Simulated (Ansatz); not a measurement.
# LuAs (Fm-3m): Grüneisen parameters, part 2 of 2

Aim: how the phonons of LuAs (Fm-3m) shift with volume, and the thermal expansion that follows.

Ansatz 0.2.0; DFT PBEsol, scalar-relativistic, plane waves, PAW; PAW set soft_1.

So far, highest frequency on path, mesh or solved points (cm⁻¹): step 2 (response at finite wavevector) 209; step 4 (volume ratio 0.97) 217.

## 5. Relaxing at another volume, volume ratio 1.03

The volume is scaled by 1.03 and held; symmetry leaves nothing to relax, so this is a single point. The modes can then be followed against volume.

Contents of input.yaml:

```yaml
crystal:
  lattice:
    - [0.0, 2.8324769001, 2.8324769001]
    - [2.8324769001, 0.0, 2.8324769001]
    - [2.8324769001, 2.8324769001, 0.0]
  atoms:
    - { symbol: Lu, position: [0.5, 0.5, 0.5] }
    - { symbol: As, position: [0.0, 0.0, 0.0] }
kpoints:
  mp_grid: { grid: [12, 12, 12] }
hamiltonian:
  xc: pbesol
  pseudopotentials: { kind: paw, azcp: { folder: soft_1 }, xc_functional: pbe }
scf:
  occupations: { method: methfessel_paxton, width: 0.2 }
output:
  forces: true
  stress: true
  eigenvalues: true
```

Launch:

```bash
$ ansatz run input.yaml --threads 4 --pin off --max-ram 10240MiB --backend cpu --events-out ev --progress --plain --runs-dir out
```

Standard output:

```text
[...]
Crystal: 2 atoms, lattice volume = 45.450 Å³
Basis set: ecut = 420 eV, 893 PW (Γ), exchange–correlation on 54×54×54 points (8 copies of the dense FFT grid, shifted against one another)
Bands: 24, of which v1, the nominal top of the filled ones, is band 20 counted from 1 (19 counted from 0)
Symmetry: 48 space group operations
[...]
k-points: 72 of 1728
[...]
--- Band table (eV; the first three rows and the last of 72) ---
  k-point 0: bands = [... 16 lower, 8.4262, 13.8410, 13.8410, 13.8410, 14.6734, 14.6734, 14.6734, 15.5964]
  k-point 1: bands = [... 16 lower, 8.4263, 12.9358, 13.3447, 13.3447, 14.8637, 14.8637, 14.9602, 16.1496]
  k-point 2: bands = [... 16 lower, 8.4265, 11.6010, 12.5999, 12.5999, 15.1177, 15.2156, 15.2156, 17.2678]
  k-point 71: bands = [... 16 lower, 8.4271, 10.3889, 10.3889, 10.4563, 16.2144, 16.2144, 16.5236, 18.2835]
[key lines of the parts left out:]
SCF converged after 9 iterations
Free energy (F): -19428.057987 eV
Fermi energy:    13.191471 eV
P = ⅓ Tr σ = -2.3981 GPa (-23.981 kbar)
```

The job ended after 1.9 s (4 threads of Arm Neoverse V1, shared host; peak memory 0.4 GiB; 6.7 s of CPU time).

Numbers from this step:

- pressure: -2.398 GPa
- volume per atom: 22.72 Å³

The run ends at a pressure of -2.40 GPa.

## 6. Phonons at the other volume, volume ratio 1.03

The phonons are repeated at this volume on the same meshes, so that differences come from the volume alone.

Changes to input.yaml since step 5:

```diff
@@ -16,4 +16,11 @@
 output:
-  forces: true
-  stress: true
   eigenvalues: true
+phonons:
+  method: dfpt
+  qmesh: [4, 4, 4]
+  temperatures: { t_max: 1000, t_step: 50 }
+  qpath:
+    path:
+      - [[0.0, 0.0, 0.0], [0.5, 0.0, 0.5], [0.625, 0.25, 0.625]]
+      - [[0.375, 0.375, 0.75], [0.0, 0.0, 0.0], [0.5, 0.5, 0.5], [0.5, 0.25, 0.75], [0.5, 0.0, 0.5]]
+    npoints: 10
```

Standard output:

```text
[...]
Crystal: 2 atoms, lattice volume = 45.450 Å³
Basis set: ecut = 420 eV, 893 PW (Γ), exchange–correlation on 54×54×54 points (8 copies of the dense FFT grid, shifted against one another)
Bands: 24, of which v1, the nominal top of the filled ones, is band 20 counted from 1 (19 counted from 0)
Symmetry: 48 space group operations
k-points: 72 of 1728
[...]
k-point 71: bands = [... 16 lower, 8.4270, 10.3889, 10.3889, 10.4563, 16.2144, 16.2144, 16.5236, 18.2835]
[...]
ASR residual: 4.932e-6 → 0.000e0 eV/Å²; symmetrization residual: 7.968e-6 eV/Å²
  ASR residual per site (eV/Å²): 4.08e-7 4.93e-6
  Γ frequencies (cm⁻¹): 0.00 0.00 0.00 165.47 165.47 165.47
--- Phonons (arbitrary-q DFPT): 8 irreducible q on the 4×4×4 mesh ---
[...]
interpolated dispersion: 62 rows × 6 modes
[...]
[key lines of the parts left out:]
SCF converged after 11 iterations
Free energy (F): -19428.057987 eV
Fermi energy:    13.191466 eV
```

Elapsed: 9.8 min, on 4 threads; peak memory 4.5 GiB; 39 min of CPU time.

Read from the output:

- sum-rule residual before enforcement: 4.93e-6 eV/Å²
- highest frequency on path, mesh or solved points: 202.1 cm⁻¹
- mean frequency: 132.5 cm⁻¹
- Debye temperature (second moment): 261 K
- logarithmic mean frequency: 122.6 cm⁻¹
- highest optical mode at the zone centre (no LO-TO term): 165.5 cm⁻¹
- lowest optical zone-centre mode: 165.5 cm⁻¹
- lowest mode on the q mesh (acoustic modes at Γ apart): 52.05 cm⁻¹
- zero-point energy per atom: 24.64 meV
- heat capacity at 300 K: 24.02 J/(mol atoms K)
- vibrational entropy at 300 K: 38.65 J/(mol atoms K)
- edges of the widest gap between branches, on path and mesh: 144.3, 161.6 cm⁻¹

The highest optical mode at the zone centre (no LO-TO term) is 165.5 cm⁻¹, -10.1 cm⁻¹ against the base run.

## 7. Grüneisen parameters

The Grüneisen parameter of a mode is minus the logarithmic change of its frequency with volume, −d ln ω / d ln V; weighted by heat capacity it gives the expansion.

This step gave:

```
bulk modulus : 86.5 GPa
```

The phonon branches at the labelled points (cm⁻¹):

| point | branch 1 | branch 2 | branch 3 | branch 4 | branch 5 | branch 6 |
| --- | --- | --- | --- | --- | --- | --- |
| Γ | 0 | 0 | 0 | 176 | 176 | 176 |
| halfway | 52 | 52 | 110 | 182 | 182 | 189 |
| X | 73 | 73 | 88 | 174 | 174 | 199 |
| halfway | 79 | 84 | 87 | 175 | 182 | 198 |
| U | 85 | 91 | 107 | 175 | 194 | 196 |
| jump to K | 85 | 91 | 107 | 175 | 194 | 196 |
| halfway | 60 | 83 | 112 | 173 | 187 | 199 |
| Γ | 0 | 0 | 0 | 176 | 176 | 176 |
| halfway | 67 | 67 | 95 | 175 | 175 | 206 |
| L | 98 | 98 | 149 | 170 | 170 | 200 |
| halfway | 92 | 96 | 128 | 175 | 185 | 200 |
| W | 82 | 82 | 118 | 185 | 194 | 194 |
| halfway | 76 | 87 | 98 | 181 | 183 | 197 |
| X | 73 | 73 | 88 | 174 | 174 | 199 |

The same for volume x 0.97:

```
point  branch 1  branch 2  branch 3  branch 4  branch 5  branch 6
    Γ         0         0         0       186       186       186
    X        74        74        89       185       185       209
    U        86        96       111       184       203       207
    K        86        96       111       184       203       207
    Γ         0         0         0       186       186       186
    L       104       104       155       178       178       207
    W        84        84       125       193       204       204
    X        74        74        89       185       185       209
```

The same for volume x 1.03:

```csv
point,branch 1,branch 2,branch 3,branch 4,branch 5,branch 6
Γ,0,0,0,166,166,166
X,71,71,87,163,163,188
U,83,87,104,166,185,186
K,83,87,104,166,185,186
Γ,0,0,0,166,166,166
L,91,91,144,162,162,193
W,81,81,112,178,183,183
X,71,71,87,163,163,188
```

The first set of phonon branches as a text plot (rows in cm⁻¹):

```
    212 |                                    **
    203 |                       *          **  *********
    194 |        *************** ***      *             *********
    185 |  ******      **      ******    *           *** *****
    176 |****    ******************************    ******     ***
    167 |                                      ******
    158 |
    149 |                                       ***
    140 |                                      *   **
    131 |                   ***                      **
    122 |                  *   *              *        *****
    113 |      ***              *            *              *
    104 |         **     ** *                                *
     95 |    **     *   * ** *** *          *  *********      *
     86 |            *******    *             *        **********
     77 |   *        ***    ***   **       * *             ******
     68 |        ****          * *          *
     59 |  *    *               * **      **
     50 |    ***                 *  *
     41 |   *                     ***    **
     32 | *                         **   *
     23 |  *                         *  *
     14 | *                          *  *
      5 |*                            **
         Γ           X  U|K            Γ         L        W     X
```

Mode Grueneisen parameter -dln(w)/dln(V), modes matched by rank; at Γ the acoustic branches take the value of a neighbouring point of the path. Mode grüneisen parameters along the path, in :

```csv
point,branch 1,branch 2,branch 3,branch 4,branch 5,branch 6
Γ,0.12,0.12,1.97,1.95,1.95,1.95
halfway,0.29,0.29,2.01,1.97,1.97,1.15
X,0.69,0.69,0.47,2.10,2.10,1.74
halfway,0.99,0.87,0.52,1.98,1.89,1.75
U,0.55,1.55,1.14,1.75,1.58,1.78
jump to K,0.55,1.55,1.14,1.75,1.58,1.78
halfway,0.11,2.42,1.48,1.66,1.86,1.17
Γ,0.11,2.13,1.28,1.95,1.95,1.95
halfway,1.92,1.92,1.10,1.80,1.80,1.24
L,2.19,2.19,1.15,1.58,1.58,1.17
halfway,1.44,1.74,1.21,1.59,1.73,1.37
W,0.55,0.55,1.77,1.38,1.80,1.80
halfway,0.57,0.54,1.38,1.73,1.93,1.76
X,0.69,0.69,0.47,2.10,2.10,1.74
```

The mode Grüneisen parameters as a text plot (rows in , shown from 0.1 to 2.3 only):

```
   2.23 |                         **             **
   2.14 |            *      *       ****       ** **
   2.05 |   **** **** *                       *    **          **
   1.96 |********      *            ******  **       *        *
   1.87 | *            **  *   *******  * **        *       ***
   1.78 |       *    **********  *        * **        ***********
   1.69 |  *        *           *        *    **    ***  *
   1.60 |         **     ***   *    *   *       *********   **
   1.51 |        *        *******         *             *   **
   1.42 |   *    *       *  ***  ***                  ** ***
   1.33 |                   *       *      *         ***
   1.24 |    ** *       *  * **  *   ***    *      ** *       *
   1.15 |      *          *    **            ******  * *
   1.06 |         **     *               ****      **   *
   0.97 |              **               *               *
   0.88 |              *                                       *
   0.79 |             *
   0.70 |           ***                                        **
   0.61 |         **     *                               *  * *
   0.52 |        *     ** **                              *******
   0.43 |            **     *
   0.34 |       *            **
   0.25 |    ***
   0.16 |****                  **    ***
         Γ           X  U|K            Γ         L        W     X
```

(dS/dlnV)/C_V. Thermodynamic Grueneisen parameter against temperature:

| temperature (K) | thermodynamic Grueneisen parameter |
| --- | --- |
| 50 | 1.33 |
| 100 | 1.42 |
| 150 | 1.44 |
| 200 | 1.45 |
| 250 | 1.46 |
| 300 | 1.46 |
| 350 | 1.46 |
| 400 | 1.46 |
| 450 | 1.46 |
| 500 | 1.46 |
| 550 | 1.46 |
| 600 | 1.46 |
| 650 | 1.46 |
| 700 | 1.46 |
| 750 | 1.46 |
| 800 | 1.46 |
| 850 | 1.46 |
| 900 | 1.46 |
| 950 | 1.46 |
| 1000 | 1.46 |

Gamma C_V/(B V) at the static volume. Volume expansion against temperature:

```
temperature (K)  volume expansion (1e-6/K)
             50                       10.3
            100                       22.1
            150                       26.8
            200                       28.8
            250                       29.8
            300                       30.3
            350                       30.7
            400                       30.9
            450                       31.1
            500                       31.2
            550                       31.3
            600                       31.4
            650                       31.4
            700                       31.5
            750                       31.5
            800                       31.5
            850                       31.6
            900                       31.6
            950                       31.6
           1000                       31.6
```

## 8. Results

```json
{
 "bulk modulus": "86.5 GPa",
 "thermodynamic Grüneisen parameter at 300 K": "1.457",
 "volume expansion at 300 K, estimated": "30.34 × 10⁻⁶ K⁻¹"
}
```

What this shows: By this estimate the volume grows by 30.3 × 10⁻⁶ per kelvin at 300 K. The highest optical mode at Γ goes from 186 to 165 cm⁻¹ as the cell grows, a Grüneisen parameter of 1.96. Mode parameters on the path run from 0.04 to 2.4, with a median of 1.6. Branches are matched by rank, so values near crossings are rough. The expansion is the Grüneisen estimate at the static volume, with the static bulk modulus. With no gap, or one that is small against the smearing, the frequencies hang on the k mesh and the smearing, most of all near Kohn anomalies. Spin-orbit coupling is left out, which can matter for the heavy elements here. The PAW files were made for PBE and serve the other functionals too.

[Long decimals in the printed logs are rounded to 6 places.]

[Logs are printed without paths, hosts, clocks, repeated set-up lines and the standing remarks that a program may print on its own settings, such as how far it seeks lower states.]

[Hosts, paths, dates, database ids (printed as entryN), source tags and the programs' standing remarks are cut or masked in the printed files.]

[Where the starting crystal was built by hand or by swapping elements, it need not be the compound's stable phase.]
